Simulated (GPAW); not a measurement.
Consider AlNi (Pm-3m).

```xyz
2
Lattice="2.8810 0.0000 0.0000 0.0000 2.8810 0.0000 0.0000 0.0000 2.8810" Properties=species:S:1:pos:R:3 pbc="T T T"
Ni    1.4405    1.4405    1.4405
Al    0.0000    0.0000    0.0000
```

Absorber: atom 1, with 8 Al at 2.50 Å and 6 Ni at 2.88 Å (cube and octahedron, as in bcc, site symmetry m-3m). Method: GPAW, PBE, excited-electron core hole (neutral cell), 16-atom cell with 5.8 Å between holes, 6×6×6 k points, dipole transitions, Gaussian full width 1.44 eV up to 4 eV, rising linearly to 3.5 eV at 25 eV.

The database entry behind the starting cell differs from later determinations by our own check (about 0.2 % short), so it need not match the best structure at ambient conditions.

Q: Where do the maxima of the Ni K edge fall?

Main maxima up to 30 eV above the zero (height): 2.8 eV (0.84), 8.9 eV (1.13), 16.3 eV (1.28) and 26.3 eV (1.76). A K edge sees empty p states, which here mix into the lowest empty bands, so that weight starts at the zero. The total-energy difference is 8329.57 eV. The tabulated edge of the element is 8333 eV. The functional leaves an error of a few eV in such absolute values.

The Ni K spectrum (energy from the lowest empty level; intensity scaled to a mean of 1 over the first 20 eV):

```csv
E (eV),intensity
-2.0,0.00
-1.5,0.01
-1.0,0.04
-0.5,0.14
0.0,0.31
0.5,0.46
1.0,0.53
1.5,0.58
2.0,0.70
2.5,0.82
3.0,0.84
3.5,0.81
4.0,0.80
4.5,0.83
5.0,0.89
5.5,0.93
6.0,0.97
6.5,1.00
7.0,1.01
7.5,1.02
8.0,1.07
8.5,1.12
9.0,1.13
9.5,1.10
10.0,1.03
10.5,0.97
11.0,0.94
11.5,0.95
12.0,0.99
12.5,1.02
13.0,1.04
13.5,1.07
14.0,1.11
14.5,1.16
15.0,1.21
15.5,1.25
16.0,1.28
16.5,1.28
17.0,1.27
17.5,1.25
18.0,1.23
18.5,1.21
19.0,1.19
19.5,1.16
20.0,1.14
20.5,1.12
21.0,1.11
21.5,1.12
22.0,1.15
22.5,1.20
23.0,1.28
23.5,1.37
24.0,1.47
24.5,1.57
25.0,1.65
25.5,1.72
26.0,1.75
26.5,1.75
27.0,1.73
27.5,1.67
28.0,1.61
28.5,1.53
29.0,1.44
29.5,1.36
30.0,1.26
30.5,1.17
31.0,1.08
31.5,1.00
32.0,0.94
```

The hole lies in one spin channel, while the script sums the empty states of both and takes the lower zero; where the two channels are split, this blurs and shifts the curve. Quadrupole 1s→3d transitions, which feed the pre-edge, are not in the dipole spectrum. The starting moments shrank to 0.00 μB or less, so this is hardly a magnetic state. The holes are only 5.8 Å apart, so the shape is probably not converged with cell size; no larger cell was run here. Lifetime broadening is put in by hand, and intensities beyond about 20 eV depend on it and on the partial waves. The structure is a published determination, not relaxed.

[Banner, clock and machine lines of the logs are left out without a mark of their own.]

[Logs are printed without paths, hosts, clocks, repeated set-up lines and the standing remarks that a program may print on its own settings, such as how far it seeks lower states.]

[Hosts, paths, dates, database ids (printed as entryN), source tags and the programs' standing remarks are cut or masked in the printed files.]

[Lists of maxima count a maximum above −3 eV only where it reaches 4 % of the highest in the window and stands out from its surroundings by 2 % of it (1.5 % where it reaches 55 %); shoulders and weaker maxima are passed over, and of the rest the first, up to two pre-edge ones and the few strongest are named.]
